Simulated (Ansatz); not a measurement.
**Moving the knobs of a GW run on PbSe (Clausthalite)**

Aim: change settings of a G0W0 run on PbSe (Clausthalite) and see what moves.

Program: Ansatz 0.2.0. Level of theory: G0W0 on PBE, plane waves, PAW; PAW set soft_1. Results are calculated unless marked as measured.

### 1. The structure

Symmetry: Fm-3m, No. 225, cubic system. Conventional cell: a = 6.121 Å, b = 6.121 Å, c = 6.121 Å, α = 90.00°, β = 90.00°, γ = 90.00°. Pb has 6 Se at 3.06 Å nearest. Nearest to Se lie 6 Pb at 3.06 Å. Farther neighbours and most contacts between anions are not listed.

The cell and positions come from the Crystallography Open Database and are kept as given unless a step says otherwise. Spin-orbit coupling is left out unless a step names it.

### 2. The base run: 4×4×4 mesh, 171 empty bands, screening to 120 eV, PAW set soft_1 files

Now the one-shot GW correction: screening in the RPA, then the self-energy of the levels asked for. This step takes PAW set soft_1 files.

File input.yaml:

```yaml
crystal:
  lattice:
    - [0.0, 3.06065, 3.06065]
    - [3.06065, 0.0, 3.06065]
    - [3.06065, 3.06065, 0.0]
  atoms:
    - { symbol: Pb, position: [0.0, 0.0, 0.0] }
    - { symbol: Se, position: [0.5, 0.5, 0.5] }
kpoints:
  mp_grid: { grid: [4, 4, 4] }
hamiltonian:
  xc: pbe
  pseudopotentials: { kind: paw, azcp: { folder: soft_1 } }
scf:
  occupations: { method: fixed }
gw:
  n_empty_bands: 171
  ecut_chi: 120
  qp_bands: [v2, c2]
  qp_kpoints: band_edges
  screening: { model: contour_deformation }
```

The run is started by

```console
$ ansatz run input.yaml --threads 3 --pin off --max-ram 92160MiB --backend cuda --events-out ev --progress --plain --runs-dir out --devices 1 --max-vram 13GiB
```

Numbers of over 12 decimals in the logs are rounded to 6 here.

The log of the run:

```text
GPUs: using 1 of 1 available (devices: 1).
Engine: ansatz 0.2.0, x86_64-unknown-linux-gnu
Pseudopotentials: kind: paw
Pseudopotential: Pb, paw, valence charge 14, recommended cutoff 420 eV (normal), soft_1/Pb.paw.azcp
Pseudopotential: Se, paw, valence charge 16, recommended cutoff 420 eV (normal), soft_1/Se.paw.azcp
Functional definition: PBE
  parameter kappa = 0.804
  parameter beta = 0.066725
  exchange = pbe_x(kappa = kappa, mu = beta*pi^2/3)
  correlation = pbe_c(beta = beta)
device memory: the entry about to start is reckoned to put 1.0 GiB on a device that reports 48.4 GiB free (of which the cap on the GPU budget leaves the run 13.0 GiB)
GPU FFT provider: cuFFT
GPU libraries: cuBLAS 13.8.2, cuFFT 12.4.0, cuSOLVER 12.3.4
Crystal: 2 atoms, lattice volume = 57.342 Å³
Basis set: ecut = 420 eV, 1139 PW (Γ)
Bands: 19, of which v1, the nominal top of the filled ones, is band 15 counted from 1 (14 counted from 0)
Symmetry: 48 space group operations
Space group: Fm-3m (ITA 225), of the structure as read, at distance tolerance 3.9e-5 Å
k-points: 8 of 64
Non-local potential: Pb, projectors of the file, l = 0: 2, l = 1: 2, l = 2: 2, l = 3: 1
Non-local potential: Se, projectors of the file, l = 0: 2, l = 1: 2, l = 2: 3, l = 3: 1
PAW form: soft (Blöchl's): semilocal exchange-correlation on the pseudo side does not see the compensation charge
PAW one-centre angular grid: Pb, 590 points (default); XC on 64 Gauss nodes
PAW one-centre angular grid: Se, 590 points (default); XC on 64 Gauss nodes
Initial density: superposition of atomic densities (chi_scale 0.1, normalization cell, long waves kept (reshape's long-wave potential 0.00 eV rms))
Initial wavefunctions: pseudopotential atomic-orbital guess
GPU buffer pool allocated for 27000 grid points (all kernels)
GPU transforms: local potential and band sums: pruned to the plane-wave sphere, on 30×30×30
Functional: x = pbe(κ = 0.804, μ = 0.219515), c = pbe(β = 0.066725)
SCF iter   1: F=—  HF=-17379.111915 eV  |F-HF|=—  |Δ(HF+E_count)|=         —  Δρ=2.11e-2  dr2=4.02e-1  ethr=3.10e-3  ⟨swp⟩=5.1  Hψ=627  notcnv=0  defer=11
preconditioner: auto → none  [insulator: Δε(μ)=0.450 eV  Ē_g=15.276 eV  n_scr=14 (ndim 8)  ℏωp=21.9 eV  f_vac=0.000  ε∞_Penn≈3.1]
SCF iter   2: F=—  HF=-17379.029610 eV  |F-HF|=—  |Δ(HF+E_count)|=   8.23e-2  Δρ=9.16e-3  dr2=4.60e-2  ethr=1.34e-3  ⟨swp⟩=2.5  Hψ=265  notcnv=0  defer=8
SCF iter   3: F=—  HF=-17379.021256 eV  |F-HF|=—  |Δ(HF+E_count)|=   8.35e-3  Δρ=4.28e-3  dr2=1.00e-2  ethr=1.53e-4  ⟨swp⟩=2.6  Hψ=306  notcnv=0  defer=11
SCF iter   4: F=—  HF=-17379.022050 eV  |F-HF|=—  |Δ(HF+E_count)|=   7.93e-4  Δρ=1.93e-3  dr2=2.08e-3  ethr=3.35e-5  ⟨swp⟩=2.9  Hψ=282  notcnv=0  defer=11
[...]
E_nonlocal   = -49.229056
  E_hartree    = 1810.553409
  E_xc         = -292.092382
  E_vxc        = -229.641175  (∫ρ·V_xc dr)
  E_paw        = -12520.857436  (= ΣΔE_a)
  E_vpaw       = -453.889519  (= ΣTr[D̂ρ^β])
  E_aug_tail   = -0.000372  (compensation charges beyond the density's cutoff)
  E_ewald      = -3011.707258
  E_smearing   = -0.000000  (= −TS)
  E_closure    = 0.000000  (closes the sum)
  Σ components = -17379.022192   (vs F -17379.022192, Δ=0.00e0)
--- Band table (eV; the first three rows and the last of 8) ---
  k-point 0: bands = [... 11 lower, 2.6486, 7.0751, 7.0751, 7.0751, 13.6708, 13.6708, 13.6708, 15.4792]
  k-point 1: bands = [... 11 lower, 1.3844, 7.2357, 7.2357, 7.9069, 11.1170, 11.8727, 11.8727, 15.4851]
  k-point 2: bands = [... 11 lower, 0.1519, 7.4827, 7.4827, 8.9530, 9.2475, 10.6578, 10.6578, 17.4956]
  k-point 7: bands = [... 11 lower, 0.9390, 4.7249, 4.7249, 8.1583, 10.8488, 13.9029, 13.9029, 16.6873]
--- G₀W₀: contour deformation, 8 samples at zero and on the imaginary axis and 1 off it, 64 q-points, 171 empty bands' worth ---
  eigenvalues of the whole cell's RPA ε∞ on this k-mesh (on a slab, of 1 + 4πα/V) = 108.0366, 108.0366, 108.0366; static W/v taken at q = 0 is 0.009256
  bands read: the sum over 186 bands ends inside a degenerate multiplet in 3 slots, whose members it reads at an even weight; the widest, k=0: bands 186 to 188 (counted from 1) at 1/3 each
  gw.qp_kpoints: band_edges: 3 of 8 stored k-points solved, in 1 pass; an edge of the gap read off the rows below is read off those points alone
    valence top: of the k-points left out ik 1 came nearest to being solved in a further pass, in band 15 (counted from 1, as in the quasiparticle table): it holds the edge there only if its correction is more favourable than any solved in that band by at least 1.046 eV; those differ by 0.063 eV
    conduction bottom: of the k-points left out ik 1 came nearest to being solved in a further pass, in band 16 (counted from 1, as in the quasiparticle table): it holds the edge there only if its correction is more favourable than any solved in that band by at least 1.869 eV; those differ by 0.100 eV
    ik  band        ε_KS         Σx   Σc(E_QP)       V_xc       Z   E_QP_lin       E_QP  E_QP is
     2    14      7.4827   -17.3002     2.1143   -14.7993  0.6955     7.0698     7.0961  root
     2    15      8.9530   -17.0349     0.8316   -15.9273  0.7245     8.6655     8.6770  root
     2    16      9.2475    -8.0201    -3.4051   -11.2887  0.7450     9.1125     9.1110  root
     2    17     10.6578    -8.3783    -3.6312   -11.9361  0.7353    10.5849    10.5844  root
     5    14      7.3413   -16.9308     2.0810   -14.4646  0.6946     6.9297     6.9561  root
     5    15      8.1860   -15.9379     1.0275   -14.5966  0.7167     7.8592     7.8722  root
     5    16     10.3407    -9.5875    -3.4413   -12.9489  0.7390    10.2612    10.2608  root
     5    17     11.1384    -9.0292    -3.7053   -12.6959  0.7261    11.1001    11.0998  root
     7    14      4.7249   -15.6342     3.2049   -12.0609  0.6394     4.3363     4.3564  root
     7    15      8.1583   -17.3082     1.5329   -15.4367  0.7104     7.8022     7.8196  root
     7    16     10.8488    -8.6563    -3.7822   -12.4022  0.7310    10.8127    10.8125  root
     7    17     13.9029    -8.2665    -4.7014   -12.9111  0.6922    13.8463    13.8460  root
[key lines of the parts left out:]
SCF converged after 7 iterations
Free energy (F): -17379.022192 eV
Fermi energy:    8.952970 eV
```

The job ended after 14 s (1 × NVIDIA H100 80GB HBM3 (shared by 6 runs) with 3 threads of AMD EPYC 7R13 (Zen 3), shared host; peak memory 1.1 GiB; 13 s of CPU time).

This step gave:

| Quantity | Value |
| --- | --- |
| bands summed | 186 |
| RPA ε∞ on this mesh (eigenvalues) | 108.0, 108.0, 108.0 |
| plane waves in the screening matrix | 169 |
| q-points in the mesh | 64 |
| G0W0 gap on the mesh | 0.4340 eV |
| k of the valence top | 0, 0, -0.5 |
| k of the conduction bottom | 0, 0, -0.5 |
| starting gap on the mesh | 0.2946 eV |
| Z at the valence top | 0.7245 |
| Z at the conduction bottom | 0.7450 |
| least direct G0W0 gap on the computed points | 0.4340 eV |

The gap on the mesh goes from 0.29 eV to 0.43 eV, a correction of +0.14 eV. Between the two edge states, bare exchange in place of the xc potential would open the gap by 4.38 eV, and correlation takes back 4.24 eV.

### 3. Variant: wider window of levels

Edit input.yaml of step 2 so:

```diff
@@ -16,6 +16,6 @@
 gw:
-  n_empty_bands: 171
-  ecut_chi: 120
-  qp_bands: [v2, c2]
-  qp_kpoints: band_edges
+  n_empty_bands: 130
+  ecut_chi: 100
+  qp_bands: [v6, c4]
+  qp_kpoints: [[0, 0, 0]]
   screening: { model: contour_deformation }
```

The log of the run:

```text
GPUs: using 1 of 1 available (devices: 1).
[...]
GPU FFT provider: cuFFT
GPU libraries: cuBLAS 13.8.2, cuFFT 12.4.0, cuSOLVER 12.3.4
Crystal: 2 atoms, lattice volume = 57.342 Å³
Basis set: ecut = 420 eV, 1139 PW (Γ)
Bands: 19, of which v1, the nominal top of the filled ones, is band 15 counted from 1 (14 counted from 0)
[... 1 set-up line as in the run before ...]
[...]
k-points: 8 of 64
[...]
GPU buffer pool allocated for 27000 grid points (all kernels)
[...]
SCF iter   1: F=—  HF=-17379.111915 eV  |F-HF|=—  |Δ(HF+E_count)|=         —  Δρ=2.11e-2  dr2=4.02e-1  ethr=3.10e-3  ⟨swp⟩=5.1  Hψ=627  notcnv=0  defer=11
[...]
SCF iter   7: F=-17379.022192 eV  HF=-17379.022192 eV  |F-HF|=5.06e-9  |Δ(HF+E_count)|=   1.09e-7  Δρ=3.91e-6  dr2=7.74e-9  ethr=3.33e-10  ⟨swp⟩=4.5  Hψ=709  notcnv=0
SCF 1 converged in 7 iterations: F = -17379.022192 eV  dr2 = 7.74e-9
[...]
NSCF: frozen V_eff on 8 k-points
[...]
G₀W₀ screening: q 1/8
[... further progress lines ...]
[...]
SCF converged after 7 iterations
Free energy (F): -17379.022192 eV
[...]
Internal energy: -17379.022192 eV  (E = F + TS)
E sigma→0 (E₀):  -17379.022192 eV
Fermi energy:    8.952970 eV
[...]
--- Band table (eV; the first three rows and the last of 8) ---
  k-point 0: bands = [... 11 lower, 2.6486, 7.0751, 7.0751, 7.0751, 13.6708, 13.6708, 13.6708, 15.4792]
  k-point 1: bands = [... 11 lower, 1.3844, 7.2357, 7.2357, 7.9069, 11.1170, 11.8727, 11.8727, 15.4851]
  k-point 2: bands = [... 11 lower, 0.1519, 7.4827, 7.4827, 8.9530, 9.2475, 10.6578, 10.6578, 17.4956]
  k-point 7: bands = [... 11 lower, 0.9390, 4.7249, 4.7249, 8.1583, 10.8488, 13.9029, 13.9029, 16.6873]
[...]
`?` marks the rows in doubt; gw_qp.tsv's column doubts and the gw_qp event give each row's grounds
[...]
0    10     -7.8786   -40.4987     6.4331   -32.2619  0.6663    -9.6734    -9.6823  root
     0    11     -4.6436   -22.6527     7.3561   -15.2688  0.5652    -4.6714    -4.6714  root ?
     0    12      2.6486   -20.1260     2.5852   -17.3353  0.7114     2.4391     2.4432  root
     0    13      7.0751   -16.8288     2.3264   -14.1877  0.6907     6.7462     6.7605  root
     0    14      7.0751   -16.8288     2.3264   -14.1877  0.6907     6.7462     6.7605  root
     0    15      7.0751   -16.8288     2.3264   -14.1877  0.6907     6.7462     6.7605  root
     0    16     13.6708    -8.5842    -4.8294   -13.4746  0.6908    13.7321    13.7319  root
     0    17     13.6708    -8.5842    -4.8294   -13.4746  0.6908    13.7321    13.7319  root
     0    18     13.6708    -8.5842    -4.8294   -13.4746  0.6908    13.7321    13.7319  root
     0    19     15.4792    -5.5894    -4.6449   -10.0887  0.7424    15.3354    15.3336  root
```

Run time: 10 s. Hardware: 1 × NVIDIA H100 80GB HBM3 (shared by 6 runs) with 3 threads; peak memory 1 GiB.

Absolute levels on the run's own zero. QP, by row:

```csv
k index,band,KS (eV),Sigma_x (eV),Sigma_c (eV),Vxc (eV),Z,QP linearised (eV),QP (eV),source,doubts
0,10,-7.879,-40.5,6.433,-32.26,0.6663,-9.673,-9.682,root,
0,11,-4.644,-22.65,7.356,-15.27,0.5652,-4.671,-4.671,root,z_under_floor
0,12,2.649,-20.13,2.585,-17.34,0.7114,2.439,2.443,root,
0,13,7.075,-16.83,2.326,-14.19,0.6907,6.746,6.761,root,
0,14,7.075,-16.83,2.326,-14.19,0.6907,6.746,6.761,root,
0,15,7.075,-16.83,2.326,-14.19,0.6907,6.746,6.761,root,
0,16,13.67,-8.584,-4.829,-13.47,0.6908,13.73,13.73,root,
0,17,13.67,-8.584,-4.829,-13.47,0.6908,13.73,13.73,root,
0,18,13.67,-8.584,-4.829,-13.47,0.6908,13.73,13.73,root,
0,19,15.48,-5.589,-4.645,-10.09,0.7424,15.34,15.33,root,
```

Against the base:

```csv
setting,base,variant
empty bands,171,130
screening cutoff (eV),120,100
levels asked,v2 to c2,v6 to c4
points asked,band edges,"[[0, 0, 0]]"
```

### 4. What came out

```
base                   : 0.43 eV, 14 s
wider window of levels : direct gap at the listed points 6.97 eV, 10 s
```

Wider window of levels: only the listed points were computed; the least direct gap there is 6.97 eV, with empty bands, screening cutoff, levels asked and points asked changed against the base. All runs here use a coarse mesh and modest cutoffs; they test settings and are not final values. The 4×4×4 mesh is coarse for this cell (its supercell is 17 Å along the shortest edge). The RPA ε∞ on it, from the PBE start, is 108.04; such meshes misread the long-range screening, most where the gap is narrow. Where an edge is built on 6p states of lead, bismuth or thallium, scalar-relativistic gaps usually stand too wide, by a few tenths to over one eV. With atoms this heavy and so narrow a gap, spin-orbit coupling can invert the bands. These scalar-relativistic gaps are then model values, not to be set against experiment, and a spin-orbit change taken from DFT can't simply be added. On this mesh the RPA ε∞ passes 90, more than nearly any semiconductor shows; a coarse mesh does this where one point with a narrow direct gap carries much weight. The screening is then too strong, and the G0W0 gap should not be taken as the material's.

[Paths, hosts, dates, memory and timing lines, banners, echoed tables and standing remarks are left out of the program output.]

[Logs are printed without paths, hosts, clocks, repeated set-up lines and the standing remarks that a program may print on its own settings, such as how far it seeks lower states.]

[Runs of the session that timed out or met a known fault of the program may be left out.]

[Cells called generated may have been cut or substituted from an entry of the Crystallography Open Database or the Materials Project.]

[Hosts, paths, dates, database ids (printed as entryN), source tags and the programs' standing remarks are cut or masked in the printed files.]
